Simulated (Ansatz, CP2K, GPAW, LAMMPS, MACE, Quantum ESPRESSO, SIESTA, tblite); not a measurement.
## Aqueous Ca2+ and HSO4-, 2.3 mol of salt per kg of water at 360 K (85 atoms) in GPAW

How do the settings of GPAW change the result for aqueous Ca2+ and HSO4-, 2.3 mol of salt per kg of water at 360 K (85 atoms)? A plane-wave run serves as the yardstick.

Calculated with GPAW 26.7.0; the method is named at each step.

**1. The structure**

The cell holds 85 atoms: 32 O, 2 S, 50 H and 1 Ca. Its edges and angles: a = 9.346 Å, b = 9.346 Å, c = 9.346 Å, α = 90.0°, β = 90.0°, γ = 90.0°. 24 H2O, 1 Ca2+, 2 HSO4- placed at random, at 1.36 g/cm³; overlaps pushed apart, then 10 ps at 420 K with divalent ions of Li, Roberts, Chakravorty and Merz (J. Chem. Theory Comput. 9, 2733 (2013)); MMFF94 bonds, angles, torsions, charges and radii (Halgren, J. Comput. Chem. 17, 490 (1996)) in harmonic and 12-6 forms; SPC/E water (Berendsen, Grigera and Straatsma, J. Phys. Chem. 91, 6269 (1987)). Snapshot after 20 ps at 360 K and fixed volume.

The yardstick, on the same geometry:

* method: Kohn-Sham DFT, PBE, SSSP efficiency 1.3.0 pseudopotentials, plane waves (Quantum ESPRESSO 7.5); sssp-pbe-1.3.0-efficiency, cutoffs 60/480 Ry, Γ point
* r.m.s. force component: 0.6261 eV/Å
* longest force: 2.241 eV/Å
* pressure: -1.035 GPa
* gap (highest filled to lowest empty level): 4.103 eV
* time: 2 min on 2 MPI ranks of Arm Neoverse V1, shared host
* CPU time: 4.1 min

**2. PBE, LCAO dzp, h 0.18 Å**

Method: Kohn-Sham DFT, PBE, PAW, atomic orbitals (dzp).

File run.py:

```python
import numpy as np
from ase.io import read
from gpaw import GPAW, FermiDirac

atoms = read("structure.xyz")
atoms.calc = GPAW(
    mode="lcao",
    basis="dzp",
    h=0.18,
    xc="PBE",
    kpts={"size": (1, 1, 1), "gamma": True},
    occupations=FermiDirac(0.05),
    maxiter=200,
    symmetry={"point_group": False},
    txt="gpaw.txt",
)
energy = atoms.get_potential_energy(force_consistent=True)
forces = atoms.get_forces()
print(f"energy {energy:.6f} eV")
print("forces (eV/A)")
for i, (a, f) in enumerate(zip(atoms, forces)):
    print(f"{i:4d} {a.symbol:2s} {f[0]:10.5f} {f[1]:10.5f} {f[2]:10.5f}")
print(f"Fermi level {atoms.calc.get_fermi_level():.4f} eV")
for k in range(len(atoms.calc.get_ibz_k_points())):
    for s in range(atoms.calc.get_number_of_spins()):
        e = atoms.calc.get_eigenvalues(kpt=k, spin=s)
        n = np.searchsorted(e, atoms.calc.get_fermi_level())
        print(f"k {k} spin {s} levels about the Fermi level:", np.round(e[max(n - 6, 0):n], 4).tolist(), "|", np.round(e[n:n + 6], 4).tolist())
```

File structure.xyz:

```xyz
85
Lattice="9.34568 0.00000 0.00000 0.00000 9.34568 0.00000 0.00000 0.00000 9.34568" Properties=species:S:1:pos:R:3 pbc="T T T"
O 2.64053 6.55637 8.90157
S 2.44474 5.56143 0.81765
O 0.97653 5.44937 0.94569
O 3.09716 6.18422 1.99269
O 3.09501 4.34387 0.34878
H 2.26278 7.45626 9.20821
O 5.84413 0.56981 8.56831
S 7.34113 0.01692 8.72251
O 8.02373 0.41504 7.51439
O 7.14197 7.88504 8.78447
O 7.77028 0.71186 0.55700
H 5.76498 1.52335 8.83419
O 2.43436 8.53307 4.82303
H 2.85314 9.03082 5.58255
H 3.10127 8.42803 4.08528
O 6.48758 4.52854 5.69853
H 7.09216 3.73248 5.67264
H 5.70956 4.33686 6.29684
O 5.73666 7.42318 6.40768
H 4.83835 7.86243 6.41665
H 6.07095 7.32888 7.34542
O 3.71902 0.25560 6.88814
H 3.02445 0.84027 7.30729
H 4.61368 0.46551 7.28253
O 3.16968 4.56209 3.91612
H 3.24463 5.12031 3.08978
H 2.78613 5.11340 4.65705
O 6.13778 4.87471 2.81520
H 6.68160 4.71751 1.99091
H 5.63498 4.04182 3.04669
O 6.68356 2.32334 3.01230
H 6.92655 2.31735 3.98229
H 7.46299 2.00708 2.47147
O 7.70430 7.58122 2.29193
H 7.97570 8.51214 2.04745
H 7.47991 7.07066 1.46185
O 8.22158 2.35735 5.66694
H 8.31607 1.71961 6.43132
H 9.11671 2.74202 5.44124
O 2.55595 8.97568 0.79999
H 1.82091 0.18093 1.19531
H 3.27183 8.83503 1.48391
O 7.62869 8.93129 4.76218
H 8.27392 0.06720 4.16911
H 7.81766 9.16157 5.71675
O 2.34446 5.83180 6.27777
H 2.67791 6.06581 7.19103
H 2.29820 6.65898 5.71778
O 0.86074 1.92428 0.88840
H 9.29362 1.89848 0.48084
H 1.19550 2.86651 0.89690
O 0.06617 0.98335 3.27379
H 0.42224 1.14270 2.35306
H 0.61055 1.49886 3.93556
O 4.25789 3.96603 7.03720
H 3.88677 4.10107 7.95598
[... 25 atom lines left out ...]
O 1.31634 1.55428 7.33729
H 1.36054 2.04278 8.20878
H 0.62139 0.83737 7.39197
Ca 7.10786 6.55385 4.46303
```

Command:

```sh
OMP_NUM_THREADS=1 python run.py > output.txt
```

The program printed:

```text
energy -404.230407 eV
forces (eV/A)
   0 O     0.28888    0.73505   -0.35389
   1 S    -1.21334    1.72632    0.01042
   2 O    -1.20903   -0.61839    0.28392
   3 O     0.43480    0.69612    0.15582
   4 O     0.90690   -2.20851   -0.97888
   5 H     0.52691    0.33838    0.19587
   6 O    -1.72370   -0.71492   -0.84073
   7 S    -2.37003   -0.55417   -0.21715
   8 O     2.23168    0.38966   -2.74253
   9 O     0.26212   -0.09915    0.04142
  10 O     1.95743    0.92397    3.27755
  11 H     0.13366    0.71315    0.75191
  12 O    -0.60106   -0.71904   -0.43283
  13 H     0.74945   -0.05233   -0.28376
  14 H    -0.04075    0.24844    0.82773
  15 O     0.35662    0.46429   -0.42542
  16 H     0.00302   -0.19446    0.47166
  17 H    -0.07781   -0.10956    0.04258
  18 O    -0.14556   -0.16150   -0.08054
  19 H     0.49483   -0.19701    0.23599
  20 H    -0.49220    0.27630   -0.42052
  21 O     0.18580   -0.04740   -0.05422
  22 H     0.02732   -0.14323    0.06967
  23 H    -0.42673    0.07108    0.01191
[...]
77 H    -0.11019    0.21122    0.11693
  78 O    -0.93664   -0.32562   -0.24742
  79 H     0.53690    0.09905    0.46134
  80 H     0.07952    0.63084   -0.51872
  81 O     0.67466   -0.16605   -0.20192
  82 H    -0.55604   -0.58953   -0.23583
  83 H     0.16112    0.49771    0.49641
  84 Ca   -0.22652   -0.01697    0.05437
Fermi level -0.1605 eV
k 0 spin 0 levels about the Fermi level: [-1.808, -1.7035, -1.6417, -1.5399, -1.4371, -1.3681] | [2.932, 4.7471, 4.9817, 5.0478, 5.1466, 5.2013]
```

gpaw.txt:

```text
Input parameters:
  mode=LCAO(),
  basis={'default': 'dzp'},
  h=0.18,
  kpts=MonkhorstPack(size=(1, 1, 1), gamma=True),
  maxiter=200,
  occupations=Occupations(name='fermi-dirac', width=0.05, fixmagmom=False),
  symmetry=Symmetry(point_group=False),
  xc=XC(name='PBE')
Unit cell  # Å
| periodic |        x |        y |        z |  lengths |    angles |
|----------|----------|----------|----------|----------|-----------|
|      yes | 9.345680 | 0.000000 | 0.000000 | 9.345680 | 90.000000 |
|      yes | 0.000000 | 9.345680 | 0.000000 | 9.345680 | 90.000000 |
|      yes | 0.000000 | 0.000000 | 9.345680 | 9.345680 | 90.000000 |
Number of symmetries: 1
Symmetry operations  # r_c * U_cc + t_c -> r_c
|   | kind |            matrix            |
|---|------|------------------------------|
| 0 |  E   |  1, 0, 0,  0, 1, 0,  0, 0, 1 |
BZ-sampling:
  Number of BZ points: 1
  Number of IBZ points: 1
  Monkhorst-Pack size: [1, 1, 1]
  Monkhorst-Pack shift: [0, 0, 0]
[... lines left out ...]
Reference energy: -106157.890776  # eV
eigensolver:
density mixing:
  MSR1-Mixer
occupation numbers:
  Fermi-Dirac:
    width: 0.0500  # eV
FastPoissonSolver using
    Stencil: 6*3+1=19 point O(h^6) finite-difference Laplacian
xc functional:
  name: PBE with 2 nearest neighbor stencil
interpolation: tri-quintic # 5. degree polynomial
Initialization done in: 7.260 s
convergence criteria:
- Maximum [total energy] change in last 3 cyles: 0.0005 eV / valence electron
- Maximum integral of absolute [dens]ity change: 0.0001 electrons / valence electron
- Maximum integral of absolute [eigenst]ate change: 4e-08 eV^2 / valence electron
maximum number of iterations: 200
SCF iterations
|iter     |      energy | eigst |  dens |
|---------|-------------|-------|-------|
|iter:   1| -428.837566 |      c|       |
|iter:   2| -422.671133 |      c| -0.84 |
|iter:   3| -404.257111 |      c| -0.88 |
|iter:   4| -404.240218 |      c| -1.45 |
|iter:   5| -404.234068c|      c| -1.78 |
|iter:   6| -404.230614c|      c| -2.82 |
|iter:   7| -404.230429c|      c| -3.16 |
|iter:   8| -404.230411c|      c| -3.51 |
|iter:   9| -404.230407c|      c| -4.05c|
Converged in 9 steps
SCF loop duration: 36.853 s (4.095 s/step)
Energy contributions relative to reference atoms: (reference = -106157.890776)
Energy contributions:
  Kinetic:         348.745125
  Coulomb:        -363.812825
  Zero:              5.331768
  External:          0.000000
  Xc:             -394.494475
  Entropy:          -0.000000
  Spinorbit:         0.000000
  ----------------------------
  Free energy:    -404.230407
  Extrapolated:   -404.230407
dipole moment: (-7.440243, -46.323201, -14.915092)  # |e|*Ang
Fermi level: -0.161
Eigenvalues  # (at kpt = [0.000, 0.000, 0.000])
| band index |      eig [eV] | occ [0-2] |
|------------|---------------|-----------|
|          0 |       -38.986 |     2.000 |
|        ... |               |           |
|        124 |        -2.058 |     2.000 |
|        125 |        -1.894 |     2.000 |
[...]
|        139 |         5.395 |     0.000 |
|        ... |               |           |
|        162 |         8.001 |     0.000 |
Gap: 4.300 eV
Transition (v -> c):
  (s=0, k=0, n=131, [0.00, 0.00, 0.00]) -> (s=0, k=0, n=132, [0.00, 0.00, 0.00])
No difference between direct/indirect transitions
Force computation time: 8.897  # s
timing:  # [seconds]
  Total:  53.043  # ━━━━━━━━━━━━━━━━━━━━━━━━━━━━━━━━━━━━━━━━━━━━━━━━━━━━━━━━━
  Init:    7.259  # ━━━━━━━━
  SCF:    36.853  # ━━━━━━━━━━━━━━━━━━━━━━━━━━━━━━━━━━━━━━━╸
  Forces:  8.897  # ━━━━━━━━━╸
```

It took 54 s on 1 thread of Arm Neoverse V1, shared host; peak memory 0.82 GiB.

Banners, paths, timers and routine set-up lines are dropped from the logs unmarked, and long logs keep their key lines alone; longer cuts are marked.

Compared with the plane-wave run:

| Quantity | Value |
| --- | --- |
| r.m.s. force component | 0.596 eV/Å |
| r.m.s. difference of force components | 481.2 meV/Å |
| longest difference of force vectors | 1977 meV/Å |
| force difference over r.m.s. force | 76.86 % |
| slope of forces against the reference's | 0.6578 |
| correlation of force components | 0.6909 |
| gap (highest filled to lowest empty level) | 4.3 eV |
| gap difference | 0.1975 eV |

This run lies far from the reference in forces at the same functional.

Length of the force difference by element (eV/Å):

| element | atoms | mean | most |
| --- | --- | --- | --- |
| Ca | 1 | 0.085 | 0.085 |
| H | 50 | 0.65 | 0.71 |
| O | 32 | 1.0 | 2.0 |
| S | 2 | 0.30 | 0.37 |

Levels nearest the highest filled one (eV from it): -0.44, -0.34, -0.27, -0.17, -0.07, 0.00, 4.30, 6.12, 6.35, 6.42, 6.51, 6.57.

The surroundings of H74, picked at random, nearest first, numbered as they follow in the input and with coordinates relative to it.

| atom | x | y | z | distance (Å) | bonds | Fx | Fy | Fz (eV/Å) |
| --- | --- | --- | --- | --- | --- | --- | --- | --- |
| H74 | 0.00 | 0.00 | 0.00 | 0.00 | 1 | 0.52 | 0.21 | -0.48 |
| O73 | -0.76 | -0.53 | 0.38 | 1.00 | 2 | -0.15 | -0.55 | 0.15 |
| H75 | -0.41 | -1.21 | 1.02 | 1.63 | 1 | -0.01 | 0.49 | 0.17 |
| O25 | 1.05 | 1.23 | -0.56 | 1.71 | 2 | -0.16 | -1.18 | 1.04 |
| H27 | 0.67 | 1.78 | 0.18 | 1.91 | 1 | 0.41 | 0.20 | -0.31 |
| H68 | -1.95 | 1.23 | -0.55 | 2.37 | 1 | -0.15 | 0.44 | -0.62 |
| H54 | -1.51 | -1.83 | -0.54 | 2.43 | 1 | 0.14 | 0.23 | -0.55 |
| H57 | 1.41 | 0.72 | 1.89 | 2.46 | 1 | 0.28 | 0.21 | 0.73 |
| H26 | 1.13 | 1.79 | -1.39 | 2.53 | 1 | -0.26 | 0.24 | 0.33 |
| H39 | -2.35 | -0.59 | 0.96 | 2.60 | 1 | 0.00 | -0.22 | 0.37 |

Atoms are counted from 1 here, from 0 in the log.

Forces lie 77 % from the reference's, at 0.22 times its CPU time (on 1 against 2 cores).

**3. PBE, LCAO szp(dzp), h 0.18 Å**

Method: Kohn-Sham DFT, PBE, PAW, atomic orbitals (szp(dzp)).

Edit run.py of step 2 so:

```diff
@@ -7,3 +7,3 @@
     mode="lcao",
-    basis="dzp",
+    basis="szp(dzp)",
     h=0.18,
```

structure.xyz is that of step 2.

The program printed:

```text
energy -360.690306 eV
forces (eV/A)
   0 O     1.21867   -0.19039   -2.09488
   1 S    -1.57200    0.85954    0.69194
   2 O    -2.09674   -0.68346    0.39434
   3 O     1.00550    1.41181    1.01469
   4 O     1.43147   -3.08541   -1.48122
   5 H    -0.11421    2.11630    0.96640
   6 O    -2.91210   -2.20901   -1.60359
   7 S    -1.35282   -0.75207    0.12731
   8 O     2.78405    0.66631   -3.81150
   9 O     0.04471   -1.19800    0.00619
  10 O     2.15674    1.39762    4.01028
  11 H    -0.05876    2.64677    1.47507
[...]
80 H     1.44842    1.52716    0.24990
  81 O     1.96687    0.33096   -2.13221
  82 H    -0.53426    0.24814    1.57952
  83 H    -1.22369   -0.83883    0.65797
  84 Ca   -0.32759   -0.00291    0.04052
Fermi level 0.0244 eV
k 0 spin 0 levels about the Fermi level: [-1.704, -1.5894, -1.4532, -1.3098, -1.2528, -1.1723] | [3.6844, 5.0809, 5.3485, 5.4523, 5.5063, 5.7034]
```

gpaw.txt:

```text
Input parameters:
  mode=LCAO(),
  basis={'default': 'szp(dzp)'},
  h=0.18,
  kpts=MonkhorstPack(size=(1, 1, 1), gamma=True),
  maxiter=200,
  occupations=Occupations(name='fermi-dirac', width=0.05, fixmagmom=False),
  symmetry=Symmetry(point_group=False),
  xc=XC(name='PBE')
[... lines left out ...]
  Fermi-Dirac:
[... lines left out ...]
convergence criteria:
- Maximum [total energy] change in last 3 cyles: 0.0005 eV / valence electron
[... lines left out ...]
Converged in 9 steps
[... lines left out ...]
  Free energy:    -360.690306
[... lines left out ...]
Fermi level: 0.024
[... lines left out ...]
|          0 |       -38.740 |     2.000 |
|        ... |               |           |
|        124 |        -1.809 |     2.000 |
|        125 |        -1.741 |     2.000 |
[...]
|        139 |         5.952 |     0.000 |
|        ... |               |           |
|        162 |         8.808 |     0.000 |
Gap: 4.857 eV
Transition (v -> c):
  (s=0, k=0, n=131, [0.00, 0.00, 0.00]) -> (s=0, k=0, n=132, [0.00, 0.00, 0.00])
No difference between direct/indirect transitions
Force computation time: 7.118  # s
timing:  # [seconds]
  Total:  44.040  # ━━━━━━━━━━━━━━━━━━━━━━━━━━━━━━━━━━━━━━━━━━━━━━━━━━━━━━━━━
  Init:    6.183  # ━━━━━━━━
  SCF:    30.708  # ━━━━━━━━━━━━━━━━━━━━━━━━━━━━━━━━━━━━━━━╸
  Forces:  7.118  # ━━━━━━━━━
```

The job ended after 45 s (1 thread; peak memory 0.79 GiB).

Numbers from this run, and their distance from the reference:

| Quantity | Value |
| --- | --- |
| r.m.s. force component | 1.326 eV/Å |
| r.m.s. difference of force components | 1588 meV/Å |
| longest difference of force vectors | 3269 meV/Å |
| force difference over r.m.s. force | 253.7 % |
| slope of forces against the reference's | -0.473 |
| correlation of force components | -0.2233 |
| gap (highest filled to lowest empty level) | 4.857 eV |
| gap difference | 0.7541 eV |

This is a coarse setting, run to see what it loses.

Against the first run (77 %), the force difference from the reference is 254 %, at 0.83 times the CPU time, with 522 basis functions against 721: the smaller basis costs accuracy.

**4. PBE, LCAO sz(dzp), h 0.18 Å**

Method: Kohn-Sham DFT, PBE, PAW, atomic orbitals (sz(dzp)).

Edit run.py of step 3 so:

```diff
@@ -7,3 +7,3 @@
     mode="lcao",
-    basis="szp(dzp)",
+    basis="sz(dzp)",
     h=0.18,
```

structure.xyz is that of step 3.

The program printed:

```text
energy -297.753427 eV
forces (eV/A)
   0 O     2.19687    2.41951   -7.64518
   1 S    -0.58724    2.39000    0.09835
   2 O   -13.68287   -1.72644    1.35060
   3 O     5.89179    5.89031    9.82172
   4 O     6.73082  -12.84741   -5.23835
   5 H    -0.46782    4.34529    0.96401
[...]
82 H    -0.28138    1.42988    3.19948
  83 H    -2.77367   -2.33810    0.42062
  84 Ca   -0.54690    0.11700   -0.07260
Fermi level 1.1324 eV
k 0 spin 0 levels about the Fermi level: [-0.7963, -0.5765, -0.4803, -0.402, -0.2164, -0.0446] | [3.4239, 4.2714, 5.1157, 5.2059, 5.4623, 6.0124]
```

gpaw.txt:

```text
Input parameters:
  mode=LCAO(),
  basis={'default': 'sz(dzp)'},
  h=0.18,
  kpts=MonkhorstPack(size=(1, 1, 1), gamma=True),
  maxiter=200,
  occupations=Occupations(name='fermi-dirac', width=0.05, fixmagmom=False),
[... lines left out ...]
  Fermi-Dirac:
[... lines left out ...]
convergence criteria:
- Maximum [total energy] change in last 3 cyles: 0.0005 eV / valence electron
[... lines left out ...]
Converged in 10 steps
[... lines left out ...]
  Free energy:    -297.753427
[... lines left out ...]
Fermi level: 1.132
[... lines left out ...]
|        ... |               |           |
|        162 |         9.861 |     0.000 |
Gap: 3.469 eV
Transition (v -> c):
  (s=0, k=0, n=131, [0.00, 0.00, 0.00]) -> (s=0, k=0, n=132, [0.00, 0.00, 0.00])
No difference between direct/indirect transitions
Force computation time: 2.476  # s
timing:  # [seconds]
  Total:  25.046  # ━━━━━━━━━━━━━━━━━━━━━━━━━━━━━━━━━━━━━━━━━━━━━━━━━━━━━━━━━
  Init:    5.474  # ━━━━━━━━━━━━╸
  SCF:    17.065  # ━━━━━━━━━━━━━━━━━━━━━━━━━━━━━━━━━━━━━━━
  Forces:  2.477  # ━━━━━╸
```

The job ended after 26 s (1 thread; peak memory 0.66 GiB).

Against the reference:

- r.m.s. force component: 3.282 eV/Å
- r.m.s. difference of force components: 3511 meV/Å
- longest difference of force vectors: 15750 meV/Å
- force difference over r.m.s. force: 560.8 %
- slope of forces against the reference's: -1.484
- correlation of force components: -0.2831
- gap (highest filled to lowest empty level): 3.469 eV
- gap difference: -0.6341 eV

This is a coarse setting, run to see what it loses.

Against the first run (77 %), the force difference from the reference is 561 %, at 0.48 times the CPU time, with 199 basis functions against 721: the smaller basis costs accuracy.

**5. Side by side**

Differences are against the plane-wave reference, forces as r.m.s. over components; share is that over the reference's r.m.s. force, slope the least-squares factor from reference forces to these. Total energies of different programs have different zeros and aren't compared.

| run | Δ force, r.m.s. (meV/Å) | share (%) | slope | Δ gap (eV) | cores | CPU time | memory (GiB) |
| --- | --- | --- | --- | --- | --- | --- | --- |
| reference | - | - | - | - | 2 | 4.1 min | 2.0 |
| GPAW PBE, LCAO dzp, h 0.18 Å | 481 | 76.9 | 0.658 | 0.198 | 1 | 54 s | 0.82 |
| GPAW PBE, LCAO szp(dzp), h 0.18 Å (coarse) | 1588 | 254 | -0.473 | 0.754 | 1 | 45 s | 0.79 |
| GPAW PBE, LCAO sz(dzp), h 0.18 Å (coarse) | 3511 | 561 | -1.484 | -0.634 | 1 | 26 s | 0.66 |

Rows marked coarse were listed beforehand as settings not expected to be converged; some can still land near the reference.

CPU time is summed over cores on a shared host, where runs went side by side, so it is rough. Symmetry, cutoffs, thresholds, outputs and thread counts weren't matched or tuned between programs; memory under MPI is the largest rank's times the ranks.

**6. What came out**

```yaml
nearest_in_forces: GPAW PBE, LCAO dzp, h 0.18 Å, 77 %
its_cpu_time: 54 s
```

**Reading.** The PBE run in local orbitals, coarse settings apart, differs by 77 % (GPAW PBE, LCAO dzp, h 0.18 Å); basis, grid and potentials can all enter, and differences of this size make the forces unusable. Runs with settings chosen to be coarse differ by 254 % (GPAW PBE, LCAO szp(dzp), h 0.18 Å) to 561 % (GPAW PBE, LCAO sz(dzp), h 0.18 Å), their programs' other errors included. Of the electronic-structure runs that take under half the reference's CPU time, GPAW PBE, LCAO dzp, h 0.18 Å comes nearest, at 77 % in 54 s against 4.1 min, too far off to be of use. In GPAW PBE, LCAO dzp, h 0.18 Å the difference has nearly one length on every H (0.65 eV/Å) and points along its bond, outwards: this method prefers longer bonds, and stiff bonds to hydrogen turn a small shift into a large force. At the same functional, gaps differ from the reference's 4.10 eV by between -0.63 and +0.75 eV. A likely cause of the wide gaps: compact atomic orbitals describe empty levels worse than filled ones. With short bonds to hydrogen, sets of potentials differ among themselves by several per cent in forces even at converged cutoffs, so the reference isn't exact here either. The network of contacts between molecules at the start is that of the classical potential that made the cell, and needn't be the one that DFT or experiment would give. The concentration wasn't checked against solubility and may exceed it. The reference's PBE has no dispersion term, which matters for the binding between molecules or layers. The density was typed from a rule of thumb and may lie off the real one at this temperature. The electronic-structure runs sample only Γ, in a cell whose shortest periodic width is 9 Å.

[Also dropped from logs without a mark: logging warnings of Python, and SIESTA's first energy breakdown and zero terms.]

[Logs are printed without paths, hosts, clocks, repeated set-up lines and the standing remarks that a program may print on its own settings, such as how far it seeks lower states.]

[Hosts, paths, dates, database ids (printed as entryN), source tags and the programs' standing remarks are cut or masked in the printed files.]

[The MMFF94 radii named for the starting cell were scaled by 0.96; in molecules described by MMFF94, hydrogen bound to N, O or S took a small fixed 12-6 site in their place.]
